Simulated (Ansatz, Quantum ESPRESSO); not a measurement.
# AgCl (Chlorargyrite): from the cell to the phonon bands, part 2 of 2

Wanted: phonon bands, density of states and zone-centre response of AgCl (Chlorargyrite).

Quantum ESPRESSO 7.5; DFT LDA, scalar-relativistic, plane waves, PseudoDojo norm-conserving pseudopotentials.

So far. Step 2 (A probe with smearing): A gap of 0.61 eV opens on this mesh, so the crystal is taken as an insulator; the start stands at -3.7 GPa. Step 4 (Ground state): The cell stands at -0.016 GPa, close enough for phonons.

The database entry behind the starting cell differs from other determinations of this structure, so it need not match the best structure at room temperature.

### Step 6. The same in Ansatz

A second program on the same cell, potentials, cutoff and meshes tests the implementation of the phonon response, not its convergence; field response and couplings are summed in its own way. Its k mesh is centred on Γ.

This step: DFT LDA, scalar-relativistic, plane waves, PseudoDojo norm-conserving pseudopotentials (Ansatz 0.2.0).

input.yaml

```yaml
crystal:
  lattice:
    - [-2.6772449608, 0.0, 2.6772449608]
    - [0.0, 2.6772449608, 2.6772449608]
    - [-2.6772449608, 2.6772449608, 0.0]
  atoms:
    - { symbol: Ag, position: [0.0, 0.0, 0.0] }
    - { symbol: Cl, position: [0.5, 0.5, 0.5] }
kpoints:
  mp_grid: { grid: [8, 8, 8] }
hamiltonian:
  xc: lda
  pseudopotentials: { kind: nc, accuracy: standard }
scf:
  occupations: { method: fixed }
output:
  eigenvalues: true
basis:
  ecutwfc: 1170.09
phonons:
  method: dfpt
  dielectric: true
  rigid_motions: translations
  qmesh: [4, 4, 4]
  temperatures: { t_max: 1000, t_step: 50 }
  qpath:
    path:
      - [[0.0, 0.0, 0.0], [0.0, 0.5, 0.5], [0.0, 0.625, 0.375]]
      - [[-0.375, 0.375, 0.0], [0.0, 0.0, 0.0], [0.0, 0.5, 0.0], [-0.25, 0.5, 0.25], [0.0, 0.5, 0.5]]
    npoints: 12
```

The run is started by

```console
> ansatz run input.yaml --threads 4 --pin off --max-ram 8192MiB --backend cpu --events-out ev --progress --plain --runs-dir out
```

The log of the run:

```text
Engine: ansatz 0.2.0, x86_64-unknown-linux-gnu
Pseudopotentials: kind: nc
Pseudopotential: Ag, nc, valence charge 19, recommended cutoff 1170.089609 eV (normal), Ag.nc.azcp (PseudoDojo's, or run here from an input of PseudoDojo's; its table is named by hamiltonian.pseudopotentials.accuracy)
Pseudopotential: Cl, nc, valence charge 7, recommended cutoff 761.918815 eV (normal), Cl.nc.azcp (PseudoDojo's, or run here from an input of PseudoDojo's; its table is named by hamiltonian.pseudopotentials.accuracy)
Functional definition: SPW92
  exchange = slater_x
  correlation = pw_c
Crystal: 2 atoms, lattice volume = 38.379 Å³
Basis set: ecut = 1170.09 eV, 3479 PW (Γ), exchange–correlation on 90×90×90 points (8 copies of the dense FFT grid, shifted against one another)
Bands: 17, of which v1, the nominal top of the filled ones, is band 13 counted from 1 (12 counted from 0)
Symmetry: 48 space group operations
k-points: 59 of 512 (irreducible under 8 space group operations, time reversal used)
Non-local potential: Ag, projectors of the file, l = 0: 2, l = 1: 2, l = 2: 2
Non-local potential: Cl, projectors of the file, l = 0: 2, l = 1: 2, l = 2: 2
Initial density: superposition of atomic densities (chi_scale 0.1, normalization cell, long waves kept (reshape's long-wave potential 0.00 eV rms))
Initial wavefunctions: pseudopotential atomic-orbital guess
Functional: x = slater, c = lda
SCF iter   1: F=—  HF=-4665.056948 eV  |F-HF|=—  |Δ(HF+E_count)|=         —  Δρ=6.90e-2  dr2=2.09e0  ethr=3.10e-3  ⟨swp⟩=5.3  Hψ=4644  notcnv=0  defer=88
preconditioner: auto → none  [insulator: Δε(μ)=0.874 eV  Ē_g=11.854 eV  n_scr=14 (ndim 8)  ℏωp=25.4 eV  f_vac=0.001  ε∞_Penn≈5.6]
SCF iter   2: F=—  HF=-4664.538442 eV  |F-HF|=—  |Δ(HF+E_count)|=   5.19e-1  Δρ=3.87e-2  dr2=5.23e-1  ethr=3.10e-3  ⟨swp⟩=3.7  Hψ=2629  notcnv=0  defer=65
SCF iter   3: F=—  HF=-4664.385203 eV  |F-HF|=—  |Δ(HF+E_count)|=   1.53e-1  Δρ=4.85e-3  dr2=4.39e-3  ethr=2.01e-3  ⟨swp⟩=3.3  Hψ=2133  notcnv=0  defer=110
SCF iter   4: F=—  HF=-4664.383768 eV  |F-HF|=—  |Δ(HF+E_count)|=   1.43e-3  Δρ=1.68e-3  dr2=3.56e-4  ethr=1.69e-5  ⟨swp⟩=2.1  Hψ=1879  notcnv=0  defer=114
SCF iter   5: F=—  HF=-4664.383689 eV  |F-HF|=—  |Δ(HF+E_count)|=   7.93e-5  Δρ=2.84e-4  dr2=2.98e-5  ethr=1.37e-6  ⟨swp⟩=2.8  Hψ=1654  notcnv=0  defer=114
SCF iter   6: F=—  HF=-4664.383670 eV  |F-HF|=—  |Δ(HF+E_count)|=   1.89e-5  Δρ=1.92e-4  dr2=1.34e-5  ethr=1.15e-7  ⟨swp⟩=2.2  Hψ=1585  notcnv=0  defer=104
SCF iter   7: F=—  HF=-4664.383690 eV  |F-HF|=—  |Δ(HF+E_count)|=   1.95e-5  Δρ=6.37e-5  dr2=1.61e-6  ethr=5.15e-8  ⟨swp⟩=2.1  Hψ=1262  notcnv=0  defer=27
SCF iter   8: F=—  HF=-4664.383792 eV  |F-HF|=—  |Δ(HF+E_count)|=   1.02e-4  Δρ=9.28e-6  dr2=3.74e-8  ethr=6.20e-9  ⟨swp⟩=2.1  Hψ=1434  notcnv=0  defer=13
SCF iter   9: F=—  HF=-4664.383792 eV  |F-HF|=—  |Δ(HF+E_count)|=   9.70e-9  Δρ=7.72e-7  dr2=2.23e-10  ethr=1.44e-10  ⟨swp⟩=2.1  Hψ=1611  notcnv=0  defer=13
SCF iter  10: F=-4664.383792 eV  HF=-4664.383792 eV  |F-HF|=3.64e-12  |Δ(HF+E_count)|=  6.28e-11  Δρ=1.58e-7  dr2=6.33e-12  ethr=1.00e-12  ⟨swp⟩=9.5  Hψ=7307  notcnv=0
SCF 1 converged in 10 iterations: F = -4664.383792 eV  dr2 = 6.33e-12
NSCF: frozen V_eff on 8 k-points
DFPT response loops at Γ: preconditioner auto → none (the input reference at scf.mixing.eps_inf says where Resta's filter doesn't serve); β = 0.50; Broyden in place of MSR1
── the response to a field inside a basis, on 8×8×8 k-points: an SCF that follows is theirs, and a resumed run solves both again ──
Bands: 14, of which v1, the nominal top of the filled ones, is band 13 counted from 1 (12 counted from 0)
k-points: 60 of 512 (irreducible under 12 space group operations)
Initial density: handed on by an earlier stage of this run
Initial wavefunctions: pseudopotential atomic-orbital guess (no wavefunctions were taken with the density)
Eigensolver: Dense (60 Hₖ)
SCF iter   1: F=—  HF=-4664.380018 eV  |F-HF|=—  |Δ(HF+E_count)|=         —  Δρ=1.35e-4  dr2=5.93e-7  ethr=1.00e-1
preconditioner: auto → none  [insulator: Δε(μ)=0.934 eV  Ē_g=8.172 eV  n_scr=14 (ndim 8)  ℏωp=25.4 eV  f_vac=0.013  ε∞_Penn≈10.7]
SCF iter   2: F=—  HF=-4664.380018 eV  |F-HF|=—  |Δ(HF+E_count)|=   5.90e-7  Δρ=6.77e-5  dr2=1.40e-7  ethr=2.28e-9
SCF iter   3: F=-4664.380019 eV  HF=-4664.380019 eV  |F-HF|=6.91e-8  |Δ(HF+E_count)|=   2.24e-7  Δρ=1.65e-5  dr2=7.84e-8  ethr=5.39e-10
SCF 1 converged in 3 iterations: F = -4664.380019 eV  dr2 = 7.84e-8
DFPT response loops at Γ: mixed as the last ones told, above
NSCF: frozen V_eff on 29 k-points
NSCF: frozen V_eff on 576 k-points
DFPT response loops at q = (0, 0, 0.25) (fractional): preconditioner auto → Resta (q_TF=auto, 2.557 Å⁻¹)  ε∞=9.8 (no band partly filled); β = 1.00, the filter's whole step (`scf.mixing.beta` (0.50) is not read by the response loops at its default; to damp them type it under 1.00, their step now; it binds the ground state too); Broyden in place of MSR1
NSCF: frozen V_eff on 300 k-points
DFPT response loops at q = (0, 0, -0.5) (fractional): mixed as the last ones told, above
NSCF: frozen V_eff on 328 k-points
DFPT response loops at q = (0, 0.25, 0.25) (fractional): preconditioner auto → none (the input reference at scf.mixing.eps_inf says where Resta's filter doesn't serve); β = 0.50; Broyden in place of MSR1
NSCF: frozen V_eff on 1024 k-points
DFPT response loops at q = (0, 0.25, -0.5) (fractional): preconditioner auto → Resta (q_TF=auto, 2.557 Å⁻¹)  ε∞=9.8 (no band partly filled); β = 1.00, the filter's whole step (`scf.mixing.beta` (0.50) is not read by the response loops at its default; to damp them type it under 1.00, their step now; it binds the ground state too); Broyden in place of MSR1
NSCF: frozen V_eff on 576 k-points
DFPT response loops at q = (0, 0.25, -0.25) (fractional): mixed as the last ones told, above
NSCF: frozen V_eff on 190 k-points
DFPT response loops at q = (0, -0.5, -0.5) (fractional): mixed as the last ones told, above
NSCF: frozen V_eff on 328 k-points
DFPT response loops at q = (0.25, -0.5, -0.25) (fractional): mixed as the last ones told, above
SCF converged after 10 iterations
Free energy (F): -4664.383792 eV
Harris-Foulkes:  -4664.383792 eV  (|F-HF|=3.64e-12)
Internal energy: -4664.383792 eV  (E = F + TS)
E sigma→0 (E₀):  -4664.383792 eV
Fermi energy:    9.736052 eV
--- Per-component energies (eV) ---
  E_band       = -328.264335
  E_kinetic    = 1600.344836
  E_local      = -3899.322814  (includes V_loc(G=0)·N_el)
  E_nonlocal   = -4.280047
  E_hartree    = 1305.182379
  E_xc         = -748.908937
  E_vxc        = -635.370935  (∫ρ·V_xc dr)
  E_ewald      = -2917.399210
  E_smearing   = -0.000000  (= −TS)
  E_closure    = 0.000000  (closes the sum)
  Σ components = -4664.383792   (vs F -4664.383792, Δ=0.00e0)
--- Band table (eV; the first three rows and the last of 59) ---
  k-point 0: bands = [... 9 lower, 6.7786, 6.9850, 6.9850, 6.9850, 10.3629, 20.2453, 20.2453, 20.2453]
  k-point 1: bands = [... 9 lower, 6.8037, 7.1147, 7.8327, 7.8327, 11.1709, 18.8630, 19.9528, 19.9528]
  k-point 2: bands = [... 9 lower, 6.9712, 7.2898, 8.7452, 8.7452, 12.5625, 17.2660, 18.6013, 18.6013]
  k-point 58: bands = [... 9 lower, 7.0266, 7.3795, 7.3795, 7.5488, 11.6280, 17.3769, 18.4909, 21.5309]
--- Phonons (Γ-DFPT): 2 representative perturbations + reference, on 59 of 512 k-points (Σ response iterations 6) ---
  k mesh reduced under 8 symmetry operations, with k and −k counted as one. Each operation leaves every solved perturbation unchanged. A smaller set is not considered because the run solves the response to a homogeneous field
  ASR residual: 5.063e-4 → 0.000e0 eV/Å²; symmetrization residual: 4.477e-6 eV/Å²
  ASR residual per site (eV/Å²): 5.06e-4 1.78e-4
  Γ frequencies (cm⁻¹): 0.00 0.00 0.00 130.38 130.38 130.38
  ε∞ (high-frequency dielectric tensor):
        5.854072    -0.000000     0.000000
       -0.000000     5.854072     0.000000
        0.000000     0.000000     5.854072
  ε⁰ (static dielectric tensor: ions relaxed, cell fixed):
       11.513655    -0.000000    -0.000000
       -0.000000    11.513655    -0.000000
       -0.000000    -0.000000    11.513655
  ε⁰ − ε∞ (ionic part):
        5.659583    -0.000000    -0.000000
       -0.000000     5.659583    -0.000000
       -0.000000    -0.000000     5.659583
  softest optical mode at Γ: 130.38 cm⁻¹; the repairs (sum rule, projections) moved no ω² at Γ by more than (1.25 cm⁻¹)²
  Born effective charges Z* (e; rows j = field, columns β = displacement):
    site 0:
         1.41498   -0.00000   -0.00000
         0.00000    1.41498    0.00000
        -0.00000   -0.00000    1.41498
    site 1:
        -1.41498    0.00000    0.00000
        -0.00000   -1.41498   -0.00000
         0.00000    0.00000   -1.41498
  Z* charge neutrality: 5.815e-4 e pre-enforcement
  solved inside a basis spanned on kpoints, on 8×8×8 k-points, its susceptibility summed on 12×12×12: ε∞ is read to err by 1.5e-2, Z* by 2.0e-2 e (field_mesh: kpoints solves on kpoints); Z* is corrected for what the basis lacks
  optical modes at Γ without the LO–TO term, one row a degenerate level:
      ω (cm⁻¹)  modes    IR ((D/Å)²/amu)
        130.38      3             5.1937
  optical modes at Γ + LO–TO along q̂ = [1.0000, 0.0000, 0.0000]:
      ω (cm⁻¹)  modes    IR ((D/Å)²/amu)
        130.38      2             3.4625
        182.85      1             1.7312
  optical modes at Γ + LO–TO along q̂ = [0.0000, 1.0000, 0.0000]:
      ω (cm⁻¹)  modes    IR ((D/Å)²/amu)
        130.38      2             3.4625
        182.85      1             1.7312
  optical modes at Γ + LO–TO along q̂ = [0.0000, 0.0000, 1.0000]:
      ω (cm⁻¹)  modes    IR ((D/Å)²/amu)
        130.38      2             3.4625
        182.85      1             1.7312
--- Phonons (arbitrary-q DFPT): 8 irreducible q on the 4×4×4 mesh ---
  q = [0.0000, 0.0000, 0.0000] (star 1, of the zone-centre solve; hermiticity 5.37e-6, symmetrization 2.32e-14): -0.00 0.00 0.00 130.38 130.38 130.38
  q = [0.0000, 0.0000, 0.2500] (star 8, 2 solved perturbations on 288 of 512 k-point pairs; hermiticity 1.89e-6, symmetrization 2.08e-12): 38.66 38.66 80.65 113.10 113.10 197.94
  q = [0.0000, 0.0000, -0.5000] (star 4, 2 solved perturbations on 150 of 512 k-point pairs; hermiticity 6.06e-13, symmetrization 1.24e-12): 62.86 62.86 72.77 72.77 109.07 211.88
  q = [0.0000, 0.2500, 0.2500] (star 6, 4 solved perturbations in 528 linear systems a pass and spin channel, the states on 164 of 512 k-point pairs; hermiticity 3.32e-6, symmetrization 1.36e-12): 22.36 22.36 91.63 152.03 152.03 175.05
  q = [0.0000, 0.2500, -0.5000] (star 24, 4 solved perturbations in 1600 linear systems a pass and spin channel, the states on 512 of 512 k-point pairs; hermiticity 3.28e-6, symmetrization 8.49e-13): 42.42 61.89 77.51 137.75 155.68 203.81
  q = [0.0000, 0.2500, -0.2500] (star 12, 4 solved perturbations in 904 linear systems a pass and spin channel, the states on 288 of 512 k-point pairs; hermiticity 1.81e-6, symmetrization 1.23e-12): 35.10 63.27 80.23 98.65 173.32 192.12
  q = [0.0000, -0.5000, -0.5000] (star 3, 4 solved perturbations in 308 linear systems a pass and spin channel, the states on 95 of 512 k-point pairs; hermiticity 3.71e-6, symmetrization 1.14e-12): 32.06 32.06 54.30 169.99 169.99 208.34
  q = [0.2500, -0.5000, -0.2500] (star 6, 4 solved perturbations in 502 linear systems a pass and spin channel, the states on 164 of 512 k-point pairs; hermiticity 1.03e-6, symmetrization 1.36e-12): 44.58 44.58 84.73 151.01 190.99 190.99
  sum rule: each row above includes the acoustic sum rule's correction from the zone centre's row sums; it moved no ω² by more than (1.17 cm⁻¹)²
  mesh force constants: q→R imaginary residual 6.50e-18; ASR residual 5.063e-4 → 0.000e0 eV/Å²; symmetrization residual 1.554e-15 eV/Å²
  interpolated dispersion: 75 rows × 6 modes
  density of states and harmonic sums: on the 20×20×20 q-mesh, interpolated from the force constants of a 4×4×4 supercell (with the dipole–dipole term)
  largest difference from the sums on the solved wave vectors: F 1.09e-2 eV, S 1.49e-5 and C_V 4.00e-6 eV/K
  zero-point energy: 0.040246 eV/cell   skipped modes (ω ≤ 0): 3   left out of the sums: 6.25e-5 of the cell's modes: C_V's classical limit lies that fraction below 3 k_B per atom; for a crystal, a wire or a layer, F and S can be off by more, and a phonons.interpolated_qmesh denser along its periods is the remedy for the sampling
```

Wall time 3 min (4 threads of Intel Xeon 6975P-C (Granite Rapids), shared host); peak memory 2.7 GiB; 11 min of CPU time.

Numbers from this step:

- sum-rule residual before enforcement: 5.06e-4 eV/Å²
- miss of the charge sum rule: 5.82e-4 e
- estimated error of the dielectric tensor: 0.01529
- estimated error of the Born charges: 0.02024 e
- lowest frequency on the path: 0 cm⁻¹
- share of imaginary modes on the dense interpolated mesh: 0
- mean frequency: 108.2 cm⁻¹
- Debye temperature (second moment): 229 K
- logarithmic mean frequency: 90.8 cm⁻¹
- highest optical zone-centre mode (no LO-TO term): 130.4 cm⁻¹
- lowest optical zone-centre mode: 130.4 cm⁻¹
- mean high-frequency dielectric constant: 5.854
- largest Born charge in size (third of the trace): 1.415 e
- mean static dielectric constant: 11.51

Frequencies (cm⁻¹) at each irreducible wavevector; negative means imaginary. Frequencies by wavevector:

```csv
q (fractions),star,mode 1,mode 2,mode 3,mode 4,mode 5,mode 6
0 0 0,1,0,0,0,130.4,130.4,130.4
0 0 0.25,8,38.7,38.7,80.7,113.1,113.1,197.9
0 0 -0.5,4,62.9,62.9,72.8,72.8,109.1,211.9
0 0.25 0.25,6,22.4,22.4,91.6,152,152,175.1
0 0.25 -0.5,24,42.4,61.9,77.5,137.8,155.7,203.8
0 0.25 -0.25,12,35.1,63.3,80.2,98.7,173.3,192.1
0 -0.5 -0.5,3,32.1,32.1,54.3,170,170,208.3
0.25 -0.5 -0.25,6,44.6,44.6,84.7,151,191,191
```

No LO-TO term; unit eigenvectors of the mass-weighted matrix. Modes at Γ, with each element's share of the kinetic energy:

```csv
mode,frequency (cm⁻¹),symmetry,Ag %,Cl %
1,0.0,T1u,75,25
2,0.0,T1u,75,25
3,0.0,T1u,75,25
4,130.4,T1u,25,75
5,130.4,T1u,25,75
6,130.4,T1u,25,75
```

Displacements in mode 4 (130.4 cm⁻¹), the largest set to 1:
```
Ag1  0.06  0.02 -0.33
Cl2 -0.18 -0.07  1.00
```

Transverse modes. Lines of the infrared spectrum (strongest = 100):

```csv
position (cm⁻¹),label,"IR intensity ((D/Å)²/amu), degenerate modes summed, relative"
130,T1u,100
```

### Step 7. Outcome

- space group after relaxation: Fm-3m
- volume per atom: 19.2 Å³
- gap on the k-mesh: 0.627 eV
- highest optical zone-centre mode (no LO-TO term) (first level): 130.4 cm⁻¹
- lowest mode on the q mesh (acoustic ones at the zone centre apart) (first level): 22.4 cm⁻¹
- zero-point energy per atom (first level): 20.1 meV
- heat capacity at 300 K (first level): 24.2 J/(mol atoms K)

The mesh run of the first program did not finish; by Ansatz AgCl (Chlorargyrite) is dynamically stable on the 4×4×4 mesh. These are harmonic frequencies at zero temperature: anharmonic shifts, linewidths and thermal expansion are left out.

[Long decimals in the printed logs are rounded to 6 places.]

[Host names, launcher messages, clock columns and parts of forces and stress are left out of these logs.]

[Logs are printed without paths, hosts, clocks, repeated set-up lines and the standing remarks that a program may print on its own settings, such as how far it seeks lower states.]

[Hosts, paths, dates, database ids (printed as entryN), source tags and the programs' standing remarks are cut or masked in the printed files.]

[Where Elk ran, warnings of its patched build on accuracy (core leakage, angular cutoffs, spin-orbit splittings, empty states, lower magnetic states) are left out.]

[Sessions in which a second program contradicted a gradient-corrected response are left out of this set, so agreement between programs is selected.]
